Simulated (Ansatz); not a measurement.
## AlNi (Pm-3m): modes against uniaxial strain along [001]

Aim: how do the optical modes of AlNi (Pm-3m) shift and split under this strain?

Program: Ansatz 0.2.0. Level of theory: DFT LDA, scalar-relativistic, plane waves, PAW; PAW set soft_1. Results are calculated unless marked as measured.

The database entry behind the starting cell differs from later determinations by our own check (about 0.2 % short), so it need not match the best structure at ambient conditions.

## Step 1: Set-up

It takes space group Pm-3m (No. 221, cubic). Conventional cell: a = 2.881 Å, b = 2.881 Å, c = 2.881 Å, α = 90.00°, β = 90.00°, γ = 90.00°. Al has 8 Ni at 2.50 Å nearest. Ni has 8 Al at 2.50 Å nearest. Farther neighbours are not listed.

## Step 2: A rough relaxation first

The start is far from rest, so a relaxation with loose tolerances brings it close first.

input.yaml

```yaml
crystal:
  lattice:
    - [2.881, 0.0, 0.0]
    - [0.0, 2.881, 0.0]
    - [0.0, 0.0, 2.881]
  atoms:
    - { symbol: Al, position: [0.0, 0.0, 0.0] }
    - { symbol: Ni, position: [0.5, 0.5, 0.5] }
kpoints:
  mp_grid: { grid: [8, 8, 8] }
hamiltonian:
  xc: lda
  pseudopotentials: { kind: paw, azcp: { folder: soft_1 }, xc_functional: pbe }
scf:
  occupations: { method: gaussian, width: 0.1 }
output:
  forces: true
  stress: true
  eigenvalues: true
relax:
  adjacent_minimum: "off"
  f_tol: 0.05
  max_steps: 80
  cell: { stress_tol: 0.5 }
```

Run with:

```bash
> ansatz run input.yaml --threads 4 --pin off --max-ram 10240MiB --backend cpu --events-out ev --progress --plain --runs-dir out
```

Numbers of over 12 decimals in the logs are rounded to 6 here.

The log of the run:

```text
The last accepted step is kept in <dir> (removed where the run ends without a failure and the disk answers)
Engine: ansatz 0.2.0, x86_64-unknown-linux-gnu
Pseudopotentials: kind: paw
Pseudopotential: Al, paw, valence charge 3, recommended cutoff 420 eV (normal), soft_1/Al.paw.azcp
Pseudopotential: Ni, paw, valence charge 18, recommended cutoff 420 eV (normal), soft_1/Ni.paw.azcp
Functional definition: SPW92
[...]
--- Relaxed structure (3 steps of the walk, 3 accepted, 1 SCFs on fresh bases) ---
  F+E_penalty+E_count = -6287.66991959 eV   max|allowed force component| = 2.169e-30 eV/Å   (the final SCF, on the basis selected at the relaxed cell)
  cell:  # Å, volume = 22.7002 Å³
    - [2.831458, 0.0, 0]
    - [0, 2.831458, 0.0]
    - [0, 0.0, 2.831458]
  atoms:
    - { symbol: Al, position: [0, 0, 0] }
    - { symbol: Ni, position: [0.5, 0.5, 0.5] }
[key lines of the parts left out:]
SCF converged after 8 iterations
Free energy (F): -6287.669920 eV
Fermi energy:    14.366735 eV
P = ⅓ Tr σ = 0.2934 GPa (2.934 kbar)
```

Elapsed: 2.1 s, on 4 threads of Intel Xeon Platinum 8375C at 2.90GHz (Ice Lake), shared host; peak memory 0.35 GiB; 5.8 s of CPU time.

This run has no spin polarisation, although Ni can carry a moment.

The steps of the relaxation:

```csv
step,energy less that of the first step (eV),largest force component (eV/Å),pressure (GPa),volume (Å³)
1,0.0000,0.0000,-8.41,23.91
2,-0.0276,0.0000,-3.44,23.18
3,-0.0325,0.0000,0.32,22.70
4*,-0.0323,0.0000,0.29,22.70
```

Relaxation steps marked * repeat the geometry before them on a plane-wave basis chosen anew for their cell, so energy and pressure can jump there.

Forces are held to the 48 operations that the run works with; a distortion that breaks them can't arise in this run.

```csv
"conventional cell, symmetrised",before,after,change
a (Å),2.881,2.831,-1.7 %
b (Å),2.881,2.831,-1.7 %
c (Å),2.881,2.831,-1.7 %
volume (Å³/atom),11.96,11.35,-5.1 %
```

The relaxed structure:

```
Al Ni
1.0
     2.83146    0.00000    0.00000
     0.00000    2.83146    0.00000
     0.00000    0.00000    2.83146
Al Ni
1 1
Cartesian
  0.0000 0.0000 0.0000
  1.4157 1.4157 1.4157
```

This step gave:

```
pressure          : 0.2934 GPa
volume per atom   : 11.35 Å³
gap on the k-mesh : 0 eV
```

In this step the volume went from 11.96 to 11.35 Å³/atom.

## Step 3: Relaxation

Harmonic phonons are second derivatives at a point where the forces vanish, and they are wanted at zero stress, so atoms and cell are relaxed first.

input.yaml, the sections that differ from step 2:

```yaml
crystal:
  lattice:
    - [2.8314582942, 0.0, 0.0]
    - [0.0, 2.8314582942, 0.0]
    - [0.0, 0.0, 2.8314582942]
  atoms:
    - { symbol: Al, position: [0.0, 0.0, 0.0] }
    - { symbol: Ni, position: [0.5, 0.5, 0.5] }
kpoints:
  mp_grid: { grid: [14, 14, 14] }
output:
  forces: true
  stress: true
  eigenvalues: true
  write_density: true
  write_potential: true
  elf: true
  volumetric_format: npy
relax:
  adjacent_minimum: "off"
  f_tol: 0.005
  max_steps: 80
  cell: { stress_tol: 0.05 }
# hamiltonian, scf: as in step 2
```

The log of the run:

```text
[...]
Crystal: 2 atoms, lattice volume = 22.700 Å³
Basis set: ecut = 420 eV, 461 PW (Γ)
Bands: 15, of which v1, the nominal top of the filled ones, is band 11 counted from 1 (10 counted from 0)
Symmetry: 48 space group operations
[...]
k-points: 120 of 2744
[...]
SCF iter   1: F=—  HF=-6288.056472 eV  |F-HF|=—  |Δ(HF+E_count)|=         —  Δρ=7.26e-2  dr2=1.29e0  ethr=3.10e-3  ⟨swp⟩=4.1  Hψ=8016  notcnv=0
[...]
SCF iter   8: F=-6287.674480 eV  HF=-6287.674480 eV  |F-HF|=2.94e-9  |Δ(HF+E_count)|=   9.24e-8  Δρ=4.38e-6  dr2=2.53e-9  ethr=4.76e-10  ⟨swp⟩=9.4  Hψ=11890  notcnv=0
SCF 1 converged in 8 iterations: F = -6287.674480 eV  dr2 = 2.53e-9
[...]
relax step   1: F+E_penalty+E_count = -6287.67448041 eV  Δ(F+E_penalty+E_count) = +0.000e0 eV  max|allowed force component| = 6.409e-30 eV/Å  Δτ_max = 0.0000 Å  P = +0.159 GPa  Ω = 22.700 Å³  (8 SCF iters, dr2 threshold 1.00e-7 eV, accepted)
Crystal: 2 atoms, lattice volume = 22.711 Å³
[...]
SCF iter   6: F=-6287.674485 eV  HF=-6287.674485 eV  |F-HF|=0.00e0  |Δ(HF+E_count)|=  1.82e-12  Δρ=1.52e-9  dr2=2.08e-16  ethr=1.00e-12  ⟨swp⟩=3.3  Hψ=6654  notcnv=0
SCF 2 converged in 6 iterations: F = -6287.674485 eV  dr2 = 2.08e-16
relax step   2: F+E_penalty+E_count = -6287.67448476 eV  Δ(F+E_penalty+E_count) = -4.353e-6 eV  max|allowed force component| = 2.169e-30 eV/Å  Δτ_max = 0.0000 Å  P = +0.070 GPa  Ω = 22.711 Å³  energy of the carried Pulay correction = -3.378e-6 eV  (6 SCF iters, accepted)
Crystal: 2 atoms, lattice volume = 22.720 Å³
[...]
SCF iter   6: F=-6287.674484 eV  HF=-6287.674484 eV  |F-HF|=9.09e-13  |Δ(HF+E_count)|=    0.00e0  Δρ=1.14e-9  dr2=1.08e-16  ethr=1.00e-12  ⟨swp⟩=3.1  Hψ=6606  notcnv=0
SCF 3 converged in 6 iterations: F = -6287.674484 eV  dr2 = 1.08e-16
relax step   3: F+E_penalty+E_count = -6287.67448397 eV  Δ(F+E_penalty+E_count) = +7.874e-7 eV  max|allowed force component| = 3.977e-30 eV/Å  Δτ_max = 0.0000 Å  P = +0.000 GPa  Ω = 22.720 Å³  energy of the carried Pulay correction = -6.023e-6 eV  (6 SCF iters, accepted)
[...]
SCF iter   8: F=-6287.674491 eV  HF=-6287.674491 eV  |F-HF|=9.09e-13  |Δ(HF+E_count)|=  9.09e-13  Δρ=4.81e-11  dr2=2.42e-19  ethr=1.00e-12  ⟨swp⟩=1.4  Hψ=4172  notcnv=0
SCF 4 converged in 8 iterations: F = -6287.674491 eV  dr2 = 2.42e-19
relax step   4: F+E_penalty+E_count = -6287.67449129 eV  Δ(F+E_penalty+E_count) = -7.318e-6 eV  max|allowed force component| = 4.133e-30 eV/Å  Δτ_max = 0.0000 Å  P = +0.001 GPa  Ω = 22.720 Å³  stress off target by 9.52e-4 GPa  SCF on the basis re-selected at this cell (its energy is not comparable with the rows above)  (8 SCF iters)
basis re-selected at this cell: Δ(F+E_penalty+E_count) = -7.318e-6 eV, ΔP = +0.001 GPa vs the last step (what re-selecting the basis moved, of the pressure what is left beyond the Pulay correction that the steps carried, after the strain that the cell walked since its last selection, with what the two solves' SCF thresholds leave and, on support functions, any second-order correction that the steps lacked; it is no m [...]
SCF converged after 8 iterations
Free energy (F): -6287.674491 eV
[...]
Internal energy: -6287.669568 eV  (E = F + TS)
E sigma→0 (E₀):  -6287.672030 eV
Entropy (-TS):   -0.004924 eV (-2.462 meV/atom)
Fermi energy:    14.396770 eV
[...]
--- Stress (GPa, compression-positive) ---
        0.000952      -0.000000      -0.000000
       -0.000000       0.000952      -0.000000
       -0.000000      -0.000000       0.000952
  P = ⅓ Tr σ = 0.0010 GPa (0.010 kbar)
--- Band table (eV; the first three rows and the last of 120) ---
  k-point 0: bands = [... 7 lower, 12.7606, 12.7606, 12.7606, 20.0908, 20.0908, 20.0908, 22.7674, 22.7674]
  k-point 1: bands = [... 7 lower, 12.7165, 12.7165, 12.7654, 19.0984, 20.2191, 20.2191, 22.7684, 23.6672]
  k-point 2: bands = [... 7 lower, 12.5975, 12.5975, 12.7790, 17.4700, 20.5911, 20.5911, 22.7711, 24.9776]
  k-point 119: bands = [... 7 lower, 13.3652, 13.3652, 16.3681, 16.3681, 16.3681, 18.4721, 19.1532, 19.1532]
--- Relaxed structure (3 steps of the walk, 3 accepted, 1 SCFs on fresh bases) ---
[...]
cell:  # Å, volume = 22.7195 Å³
    - [2.832260, 0, 0]
    - [0, 2.832260, 0]
    - [0, 0, 2.832260]
  atoms:
    - { symbol: Al, position: [0, 0, 0] }
    - { symbol: Ni, position: [0.5, 0.5, 0.5] }
```

It took 4.6 s on 4 threads; peak memory 0.41 GiB.

Little changed from the start: no atom moved by 0.005 Å and no cell edge by 0.1 %.

Numbers from this step:

| Quantity | Value |
| --- | --- |
| pressure | 9.52e-4 GPa |
| volume per atom | 11.36 Å³ |

Valence density in the ac plane at fractional y = 0.500, with atoms of Ni within 0.2 Å of it. It is the smooth field of the valence electrons, not physical close to the nuclei.

Ten steps, logarithmic in the rise over the least value, from '_' (0 e/Å³) to '@' (50 e/Å³):
```
______________________________
______________________________
____________........__________
________....::----::....______
________..--++****++--..______
______..::++##%%%%##++::..____
______..--**%%@@@@%%**--..____
______..--**%%@@@@%%**--..____
______..::++##%%%%##++::..____
________..--++****++--..______
________....::----::....______
____________........__________
______________________________
______________________________
______________________________
```
Columns run along a (2.8 Å), rows up along c (2.8 Å). Atoms in or near the plane, at fractional coordinates: Ni at (0.50, 0.50).

ELF in the ac plane at fractional y = 0.500, with atoms of Ni within 0.2 Å of it. It is the smooth field of the valence electrons, not physical close to the nuclei.

Ten even steps from '_' (0.17) to '@' (0.97):
```
--------::::........::::------
------::..____________..::----
----::..________________..::--
--::..____________________..::
::::________::====::________::
::..______::**%%%%**::______..
::..______==%%@@@@%%==______..
::..______==%%@@@@%%==______..
::..______::**%%%%**::______..
::::________::====::________::
--::..____________________..::
----::..________________..::--
------::..____________..::----
--------::::........::::------
==--------::::::::::::--------
```
Columns run along a (2.8 Å), rows up along c (2.8 Å). Atoms in or near the plane, at fractional coordinates: Ni at (0.50, 0.50).

Electrostatic potential energy in the ac plane at fractional y = 0.500, with atoms of Ni within 0.2 Å of it. With pseudopotentials it is smooth inside the atoms' cores, unlike the true potential.

Ten even steps from '0' (-12 eV) to '9' (18 eV):
```
888888888888888
888888877888888
888876433467888
888752000025788
988620133102688
988401699610488
987303999930378
987303999930378
988401699610488
988620133102688
888752000025788
888876433467888
888888877888888
888888888888888
888889999998888
```
Columns run along a (2.8 Å; values clipped at the 3rd and 97th percentile), rows up along c (2.8 Å). Atoms in or near the plane, at fractional coordinates: Ni at (0.50, 0.50).

In this step the volume went from 11.35 to 11.36 Å³/atom.

## Step 4: Tight relaxation

Phonons need small forces and stress, so the relaxation is finished with tight tolerances on 16×16×16 k points.

input.yaml

```yaml
crystal:
  lattice:
    - [2.832259995, 0.0, 0.0]
    - [0.0, 2.832259995, 0.0]
    - [0.0, 0.0, 2.832259995]
  atoms:
    - { symbol: Al, position: [0.0, 0.0, 0.0] }
    - { symbol: Ni, position: [0.5, 0.5, 0.5] }
kpoints:
  mp_grid: { grid: [16, 16, 16] }
hamiltonian:
  xc: lda
  pseudopotentials: { kind: paw, azcp: { folder: soft_1 }, xc_functional: pbe }
scf:
  occupations: { method: methfessel_paxton, width: 0.2 }
output:
  forces: true
  stress: true
  eigenvalues: true
relax:
  adjacent_minimum: "off"
  f_tol: 0.001
  max_steps: 60
  cell: { stress_tol: 0.01 }
```

The log of the run:

```text
[...]
Crystal: 2 atoms, lattice volume = 22.720 Å³
Basis set: ecut = 420 eV, 461 PW (Γ)
Bands: 15, of which v1, the nominal top of the filled ones, is band 11 counted from 1 (10 counted from 0)
Symmetry: 48 space group operations
[...]
k-points: 165 of 4096
[...]
k-point 164: bands = [... 7 lower, 13.3755, 13.3755, 16.3746, 16.3746, 16.3746, 18.4806, 19.1625, 19.1625]
--- Relaxed structure (3 steps of the walk, 3 accepted, 1 SCFs on fresh bases) ---
[...]
cell:  # Å, volume = 22.7113 Å³
    - [2.831917, 0, 0]
    - [0, 2.831917, 0]
    - [0, 0, 2.831917]
  atoms:
    - { symbol: Al, position: [0, 0, 0] }
    - { symbol: Ni, position: [0.5, 0.5, 0.5] }
[key lines of the parts left out:]
SCF converged after 3 iterations
Free energy (F): -6287.674530 eV
Fermi energy:    14.428828 eV
P = ⅓ Tr σ = 0.0011 GPa (0.011 kbar)
```

Run time: 5 s. Hardware: 4 threads; peak memory 0.43 GiB.

Little changed from the start: no atom moved by 0.005 Å and no cell edge by 0.1 %.

Numbers from this step:

```yaml
pressure: 0.001145 GPa
```

The forces vanish by symmetry and the pressure is 0.001 GPa, within the tolerances set. The cell now holds 11.36 Å³/atom.

## Step 5: Modes at rest

Phonons follow from the second derivative of the energy, found here by linear response.

The modes at rest are the reference of the series.

input.yaml, the sections that differ from step 4:

```yaml
crystal:
  lattice:
    - [2.8319166168, 0.0, 0.0]
    - [0.0, 2.8319166168, 0.0]
    - [0.0, 0.0, 2.8319166168]
  atoms:
    - { symbol: Al, position: [0.0, 0.0, 0.0] }
    - { symbol: Ni, position: [0.5, 0.5, 0.5] }
output:
  eigenvalues: true
phonons:
  method: dfpt
# kpoints, hamiltonian, scf: as in step 4
# relax: removed
```

The log of the run:

```text
[...]
Crystal: 2 atoms, lattice volume = 22.711 Å³
Basis set: ecut = 420 eV, 461 PW (Γ), exchange–correlation on 40×40×40 points (8 copies of the dense FFT grid, shifted against one another)
Bands: 15, of which v1, the nominal top of the filled ones, is band 11 counted from 1 (10 counted from 0)
Symmetry: 48 space group operations
k-points: 405 of 4096 (irreducible under 8 space group operations, time reversal used)
[...]
SCF iter   1: F=—  HF=-6288.058627 eV  |F-HF|=—  |Δ(HF+E_count)|=         —  Δρ=7.31e-2  dr2=1.30e0  ethr=3.10e-3  ⟨swp⟩=4.0  Hψ=27016  notcnv=0
[...]
SCF iter   9: F=-6287.674529 eV  HF=-6287.674529 eV  |F-HF|=6.37e-12  |Δ(HF+E_count)|=  3.35e-10  S|Δr|=    0.00e0  Δρ=1.91e-7  dr2=4.70e-12  ethr=1.00e-12  ⟨swp⟩=5.3  Hψ=31085  notcnv=0
SCF 1 converged in 9 iterations: F = -6287.674529 eV  dr2 = 4.70e-12
[...]
DFPT response loops at Γ: preconditioner auto → Kerker (q_TF=auto, 2.693 Å⁻¹) (partly filled bands, converged f_vac=0.000); β = 1.00, the filter's whole step (`scf.mixing.beta` (0.50) is not read by the response loops under this deck's `scf.mixing.preconditioner`; to damp them name `kerker` or `kerker_dos`, under which they read `scf.mixing.beta`, and type it under 1.00, their step now; both keys bind the ground state too); Broyden in place of MSR1
SCF converged after 9 iterations
[...]
Free energy (F): -6287.674529 eV
[...]
Internal energy: -6287.675536 eV  (E = F + TS)
E sigma→0 (E₀):  -6287.674781 eV
Entropy (-TS):   0.001007 eV (0.503 meV/atom)
Fermi energy:    14.428827 eV
[...]
--- Band table (eV; the first three rows and the last of 405) ---
  k-point 0: bands = [... 7 lower, 12.7700, 12.7700, 12.7700, 20.0987, 20.0987, 20.0987, 22.7756, 22.7756]
  k-point 1: bands = [... 7 lower, 12.7360, 12.7360, 12.7738, 19.2954, 20.1971, 20.1971, 22.7762, 23.5090]
  k-point 2: bands = [... 7 lower, 12.6419, 12.6419, 12.7844, 17.8878, 20.4847, 20.4847, 22.7782, 24.6781]
  k-point 404: bands = [... 7 lower, 13.3755, 13.3755, 16.3746, 16.3746, 16.3746, 18.4806, 19.1625, 19.1625]
--- Phonons (Γ-DFPT): 2 representative perturbations + reference, on 405 of 4096 k-points (Σ response iterations 7) ---
  k mesh reduced under 8 symmetry operations, with k and −k counted as one. Each operation leaves every solved perturbation unchanged. A smaller set is not used because it would not reduce the number of displacements times k-points to solve
  ASR residual: 1.143e-4 → 0.000e0 eV/Å²; symmetrization residual: 1.169e-6 eV/Å²
  ASR residual per site (eV/Å²): 4.67e-6 1.14e-4
  Γ frequencies (cm⁻¹): 0.00 0.00 0.00 307.26 307.26 307.26
  non-analytic LO–TO correction: not included (Born effective charges unavailable; polar crystals: no LO–TO splitting at Γ)
```

Elapsed: 13 s, on 4 threads; peak memory 0.74 GiB; 43 s of CPU time.

Numbers from this step:

```yaml
sum_rule_residual_before_enforcement: 1.14e-4 eV/Å²
point_group: m-3m
highest_optical_mode_at_the_zone_centre_no_lo_to_term: 307.3 cm⁻¹
lowest_optical_zone_centre_mode: 307.3 cm⁻¹
```

Patterns of degenerate modes are one choice out of their space. Modes at Γ, with each element's share of the kinetic energy:

```csv
mode,frequency (cm⁻¹),symmetry,Al %,Ni %
1,0.0,acoustic,31,69
2,0.0,acoustic,31,69
3,0.0,acoustic,31,69
4,307.3,T1u,69,31
5,307.3,T1u,69,31
6,307.3,T1u,69,31
```

Displacements in mode 4 (307.3 cm⁻¹), the largest set to 1:
```
Al1  0.00  0.00  1.00
Ni2  0.00  0.00 -0.46
```

Before it was imposed, the acoustic sum rule was missed by 1.1e-4 eV/Å². Small misses are needed for a sound result but don't prove that mesh and cutoff are converged. The lowest optical mode is real, 307 cm⁻¹.

## Step 6: Relaxation of a member: uniaxial strain of +4 % along [001]

The cell takes a uniaxial strain of +4 % along [001]. The strained length and the angles are held, while the rest of the cell and the atoms relax.

input.yaml, the sections that differ from step 5:

```yaml
crystal:
  lattice:
    - [2.7996530532, 0.0, 0.0]
    - [0.0, 2.7996530532, 0.0]
    - [0.0, 0.0, 2.9451932816]
  atoms:
    - { symbol: Al, position: [0.0, 0.0, 0.0] }
    - { symbol: Ni, position: [0.5, 0.5, 0.5] }
output:
  forces: true
  stress: true
  eigenvalues: true
relax:
  adjacent_minimum: "off"
  f_tol: 0.001
  max_steps: 60
  cell: { stress_tol: 0.01, fix: [c, angles] }
# kpoints, hamiltonian, scf: as in step 5
# phonons: removed
```

The log of the run:

```text
[...]
Crystal: 2 atoms, lattice volume = 23.085 Å³
Basis set: ecut = 420 eV, 461 PW (Γ)
Bands: 15, of which v1, the nominal top of the filled ones, is band 11 counted from 1 (10 counted from 0)
Symmetry: 16 space group operations
[...]
k-points: 405 of 4096
[...]
k-point 404: bands = [... 7 lower, 13.1549, 13.3123, 16.1638, 16.2875, 16.2875, 18.2676, 18.7701, 18.7701]
--- Relaxed structure (4 steps of the walk, 4 accepted, 1 SCFs on fresh bases) ---
[...]
cell:  # Å, volume = 22.9054 Å³
    - [2.788768, 0, 0.0]
    - [0, 2.788768, 0.0]
    - [0.0, 0.0, 2.9451932816]
  atoms:
    - { symbol: Al, position: [0, 0, 0.0] }
    - { symbol: Ni, position: [0.5, 0.5, 0.5] }
[key lines of the parts left out:]
SCF converged after 4 iterations
Free energy (F): -6287.662067 eV
Fermi energy:    14.272570 eV
P = ⅓ Tr σ = -1.3506 GPa (-13.506 kbar)
```

Run time: 10 s. Hardware: 4 threads; peak memory 0.51 GiB; 36 s of CPU time.

Relaxation path:

```csv
step,energy less that of the first step (eV),largest force component (eV/Å),pressure (GPa),volume (Å³)
1,0.0000,0.0000,-2.75,23.08
2,-0.0007,0.0000,-1.98,22.99
3,-0.0009,0.0000,-1.34,22.90
4,-0.0009,0.0000,-1.35,22.91
5*,-0.0009,0.0000,-1.35,22.91
```

Relaxation steps marked * repeat the geometry before them on a plane-wave basis chosen anew for their cell, so energy and pressure can jump there.

Forces are held to the 16 operations that the run works with; a distortion that breaks them can't arise in this run.

```csv
"conventional cell, symmetrised",before,after,change
a (Å),2.800,2.789,-0.4 %
b (Å),2.800,2.789,-0.4 %
c (Å),2.945,2.945,+0.0 %
volume (Å³/atom),11.54,11.45,-0.8 %
```

The relaxed structure:

```
Al Ni
1.0
     2.78877    0.00000    0.00000
     0.00000    2.78877    0.00000
     0.00000    0.00000    2.94519
Al Ni
1 1
Direct
  0.00000 0.00000 0.00000
  0.50000 0.50000 0.50000
```

Numbers from this step:

```yaml
pressure: -1.351 GPa
volume_per_atom: 11.45 Å³
```

The forces vanish by symmetry.

[end of part 1 of 2]

[Logs are printed without paths, hosts, clocks, repeated set-up lines and the standing remarks that a program may print on its own settings, such as how far it seeks lower states.]

[Hosts, paths, dates, database ids (printed as entryN), source tags and the programs' standing remarks are cut or masked in the printed files.]
